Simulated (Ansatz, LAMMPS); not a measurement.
## Finding the fault: amorphous polythiophene (as short chains C30S7H20) at 400 K (114 atoms)

Program: Ansatz 0.2.0. The cell: 60 C, 14 S and 40 H.

input.yaml

```yaml
crystal:
  lattice:
    - [21.94958439, 0.0, 0.0]
    - [0.0, 21.94958439, 0.0]
    - [0.0, 0.0, 21.94958439]
  atoms:
    - { symbol: C, position: [0.97325, 0.44883, 0.31515] }
    - { symbol: C, position: [0.94509, 0.45211, 0.19382] }
    - { symbol: C, position: [0.83488, 0.44208, 0.14573] }
    - { symbol: C, position: [0.83197, 0.46244, 0.02378] }
    - { symbol: C, position: [0.94154, 0.47974, 0.98718] }
    - { symbol: S, position: [0.04645, 0.44597, 0.08548] }
    - { symbol: C, position: [0.9661, 0.49522, 0.87054] }
    - { symbol: C, position: [0.90246, 0.44486, 0.78148] }
    - { symbol: C, position: [0.95722, 0.44328, 0.67252] }
    - { symbol: C, position: [0.06058, 0.49463, 0.67221] }
    - { symbol: S, position: [0.08241, 0.55692, 0.8088] }
    - { symbol: C, position: [0.1495, 0.50138, 0.5885] }
    - { symbol: C, position: [0.21776, 0.60009, 0.5563] }
    - { symbol: C, position: [0.29033, 0.57526, 0.46368] }
    - { symbol: C, position: [0.29334, 0.45446, 0.44757] }
    - { symbol: S, position: [0.1913, 0.38094, 0.52213] }
    - { symbol: C, position: [0.38251, 0.38906, 0.38952] }
    - { symbol: C, position: [0.37012, 0.35429, 0.27549] }
    [... 90 atom lines left out ...]
    - { symbol: H, position: [0.06866, 0.7485, 0.33576] }
    - { symbol: H, position: [0.00283, 0.77799, 0.51167] }
    - { symbol: H, position: [0.89109, 0.78124, 0.72722] }
    - { symbol: H, position: [0.75033, 0.65847, 0.81907] }
    - { symbol: H, position: [0.66307, 0.57348, 0.73436] }
    - { symbol: H, position: [0.61575, 0.7179, 0.75724] }
kpoints:
  mp_grid: { grid: [1, 1, 1] }
hamiltonian:
  xc: pbe
  dispersion: d3bj
scf:
  occupations: { method: fermi_dirac, width: 0.05 }
  max_iter: 75
output:
  forces: true
```

Command:

```bash
$ ansatz run input.yaml --threads 8 --pin off --max-ram 15872MiB --backend cpu --events-out ev --progress --plain --runs-dir out
```

What it wrote:

```text
Engine: ansatz 0.2.0, x86_64-unknown-linux-gnu
Pseudopotentials: kind: paw
Pseudopotential: C, paw, valence charge 4, recommended cutoff 420 eV (normal), C.paw.azcp
Pseudopotential: S, paw, valence charge 6, recommended cutoff 420 eV (normal), S.paw.azcp
Pseudopotential: H, paw, valence charge 1, recommended cutoff 420 eV (normal), H.paw.azcp
[... 5 lines on functional and potentials left out ...]
Crystal: 114 atoms, lattice volume = 10574.964 Å³
Basis set: ecut = 420 eV, 206437 PW (Γ), exchange–correlation on 300×300×300 points (8 copies of the dense FFT grid, shifted against one another)
Bands: 296, of which v1, the nominal top of the filled ones, is band 182 counted from 1 (181 counted from 0)
Symmetry: 1 space group operations
Space group: P1 (ITA 1), of the structure as read, at distance tolerance 2.2e-4 Å
k-points: 1
[... 7 lines on functional and potentials left out ...]
Initial density: superposition of atomic densities (neutral atoms: chi_scale 0, normalization atom), corrected by the library's trained network
Initial wavefunctions: pseudopotential atomic-orbital guess
Functional: x = pbe(κ = 0.804, μ = 0.219515), c = pbe(β = 0.066725)
SCF iter   1: F=—  HF=-27797.807660 eV  |F-HF|=—  |Δ(HF+E_count)|=         —  Δρ=1.31e-2  dr2=6.03e1  ethr=1.77e-3  ⟨swp⟩=6.0  Hψ=894  notcnv=0
preconditioner: auto → LDOS  [metal: Δε(μ)=0.005 eV  Ē_g=4.878 eV  σ=0.050 eV  W_gap=0.02  n_scr=690 (ndim 8)  ℏωp=6.9 eV  f_vac=0.617  D(μ)=198.07/eV (n_scr^D=1140)  β→1.0]
SCF iter   2: F=—  HF=-27796.759861 eV  |F-HF|=—  |Δ(HF+E_count)|=    1.05e0  Δρ=9.59e-3  dr2=2.98e1  ethr=1.77e-3  ⟨swp⟩=2.0  Hψ=406  notcnv=0  defer=14
SCF iter   3: F=—  HF=-27796.252776 eV  |F-HF|=—  |Δ(HF+E_count)|=   5.07e-1  Δρ=3.09e-3  dr2=3.59e0  ethr=1.77e-3  ⟨swp⟩=2.0  Hψ=551  notcnv=0  defer=14
SCF iter   4: F=—  HF=-27796.285497 eV  |F-HF|=—  |Δ(HF+E_count)|=   3.27e-2  Δρ=1.55e-3  dr2=7.52e-1  ethr=9.87e-4  ⟨swp⟩=1.0  Hψ=282  notcnv=0  defer=14
SCF iter   5: F=—  HF=-27796.302938 eV  |F-HF|=—  |Δ(HF+E_count)|=   1.74e-2  Δρ=1.12e-3  dr2=4.87e-1  ethr=2.07e-4  ⟨swp⟩=1.0  Hψ=282  notcnv=0  defer=14
SCF iter   6: F=—  HF=-27796.306521 eV  |F-HF|=—  |Δ(HF+E_count)|=   3.58e-3  Δρ=4.25e-4  dr2=5.19e-2  ethr=1.34e-4  ⟨swp⟩=1.0  Hψ=341  notcnv=0  defer=14
SCF iter   7: F=—  HF=-27796.308957 eV  |F-HF|=—  |Δ(HF+E_count)|=   2.44e-3  Δρ=2.48e-4  dr2=1.72e-2  ethr=1.43e-5  ⟨swp⟩=1.0  Hψ=282  notcnv=0  defer=14
SCF iter   8: F=—  HF=-27796.310240 eV  |F-HF|=—  |Δ(HF+E_count)|=   1.28e-3  Δρ=1.46e-4  dr2=6.11e-3  ethr=4.71e-6  ⟨swp⟩=1.0  Hψ=282  notcnv=0  defer=14
SCF iter   9: F=—  HF=-27796.310607 eV  |F-HF|=—  |Δ(HF+E_count)|=   3.67e-4  Δρ=8.39e-5  dr2=2.06e-3  ethr=1.68e-6  ⟨swp⟩=1.0  Hψ=282  notcnv=0  defer=14
SCF iter  10: F=—  HF=-27796.310688 eV  |F-HF|=—  |Δ(HF+E_count)|=   8.12e-5  Δρ=4.99e-5  dr2=7.17e-4  ethr=5.66e-7  ⟨swp⟩=1.0  Hψ=282  notcnv=0  defer=14
SCF iter  11: F=—  HF=-27796.310907 eV  |F-HF|=—  |Δ(HF+E_count)|=   2.18e-4  Δρ=2.64e-5  dr2=1.75e-4  ethr=1.97e-7  ⟨swp⟩=1.0  Hψ=282  notcnv=0  defer=14
SCF iter  12: F=—  HF=-27796.310921 eV  |F-HF|=—  |Δ(HF+E_count)|=   1.46e-5  Δρ=1.55e-5  dr2=6.10e-5  ethr=4.80e-8  ⟨swp⟩=1.0  Hψ=282  notcnv=0  defer=14
SCF iter  13: F=—  HF=-27796.310929 eV  |F-HF|=—  |Δ(HF+E_count)|=   7.77e-6  Δρ=9.41e-6  dr2=2.41e-5  ethr=1.68e-8  ⟨swp⟩=1.0  Hψ=282  notcnv=0  defer=14
SCF iter  14: F=—  HF=-27796.310931 eV  |F-HF|=—  |Δ(HF+E_count)|=   1.69e-6  Δρ=5.99e-6  dr2=9.98e-6  ethr=6.62e-9  ⟨swp⟩=1.0  Hψ=282  notcnv=0  defer=14
SCF iter  15: F=—  HF=-27796.310931 eV  |F-HF|=—  |Δ(HF+E_count)|=   3.34e-8  Δρ=2.98e-6  dr2=2.56e-6  ethr=2.74e-9  ⟨swp⟩=1.0  Hψ=282  notcnv=0  defer=14
SCF iter  16: F=-27796.310930 eV  HF=-27796.310931 eV  |F-HF|=6.12e-7  |Δ(HF+E_count)|=   9.98e-8  Δρ=1.63e-6  dr2=7.75e-7  ethr=2.75e-10  ⟨swp⟩=3.0  Hψ=666  notcnv=0
SCF 1 converged in 16 iterations: F = -27796.310930 eV  dr2 = 7.75e-7
[...]
SCF converged after 16 iterations
Free energy (F): -27796.310930 eV
Harris-Foulkes:  -27796.310931 eV  (|F-HF|=6.12e-7)
Internal energy: -27794.609136 eV  (E = F + TS)
E sigma→0 (E₀):  -27795.460033 eV
Entropy (-TS):   -1.701795 eV (-14.928 meV/atom)
Fermi energy:    -5.231617 eV
--- Per-component energies (eV) ---
  E_band       = -3330.271579
  E_kinetic    = 5886.021741
  E_local      = -23515.059156  (includes V_loc(G=0)·N_el)
  E_nonlocal   = 2163.272015
  E_hartree    = 8474.067705
  E_xc         = -4051.647669
  E_vxc        = -4513.188647  (∫ρ·V_xc dr)
  E_paw        = -14222.540373  (= ΣΔE_a)
  E_vpaw       = -299.420647  (= ΣTr[D̂ρ^β])
  E_aug_tail   = -0.032878  (compensation charges beyond the density's cutoff)
  E_ewald      = -2525.661114
  E_disp       = -3.029406  (pairwise vdW)
  E_smearing   = -1.701795  (= −TS)
  E_closure    = -0.000000  (closes the sum)
  Σ components = -27796.310930   (vs F -27796.310930, Δ=0.00e0)
--- Forces (eV/Å), atoms counted from 1 ---
  atom   1  C     -0.04850665    -0.52105451     1.16630057
  atom   2  C     -0.35309104    -0.07835546    -0.04049128
  atom   3  C     -0.61705262     0.35414232     0.56662128
  atom   4  C     -0.26211227     0.15662984    -0.34406077
  atom   5  C     -0.65448736    -0.32748888    -0.26897635
  atom   6  S     -1.83748176     0.33859426     0.10592030
  atom   7  C     -0.24210617    -0.32380505    -0.27821378
  atom   8  C     -0.64154802    -0.49941559     0.37024493
  atom   9  C      0.08084570    -0.29822885    -0.68023608
  atom  10  C     -0.67981921    -0.37574607    -0.07645679
  atom  11  S     -1.31202854    -1.12434376    -0.40787493
  atom  12  C      0.09324197    -0.15772725    -0.03752018
  atom  13  C      0.05923378     0.65477154     0.04561652
  atom  14  C      0.26546392    -0.19324899    -0.12871908
[...]
atom 113  H      0.69884760     2.94439561     0.19054015
  atom 114  H      2.12599656    -1.76691938    -0.49566773
  max |Σ_I F_I| component: 5.05e-5 eV/Å
```

Run time: 35 s. Hardware: 8 threads of Intel Xeon Platinum 8488C (Sapphire Rapids), shared host; peak memory 9 GiB; 4.2 min of CPU time.

The column dr2 measures how far the density is from self-consistency, as an energy; F and HF (Harris–Foulkes) agree once it is small.

Against a sound run (Kohn-Sham DFT, PBE+D3(BJ), PAW (set soft_2), plane waves):

* r.m.s. difference of force components: 1625 meV/Å
* longest difference of force vectors: 5199 meV/Å
* force difference over r.m.s. force: 147.3 %

What is at fault here, and what would mend it?

A lattice typed in bohr: crystal.lattice.

The fix is to type the lattice in Å.

The run converged all the same, so the exit status doesn't show the fault.

[Long decimals in the printed logs are rounded to 6 places.]

[Logs are printed without paths, hosts, clocks, repeated set-up lines and the standing remarks that a program may print on its own settings, such as how far it seeks lower states.]

[Hosts, paths, dates, database ids (printed as entryN), source tags and the programs' standing remarks are cut or masked in the printed files.]
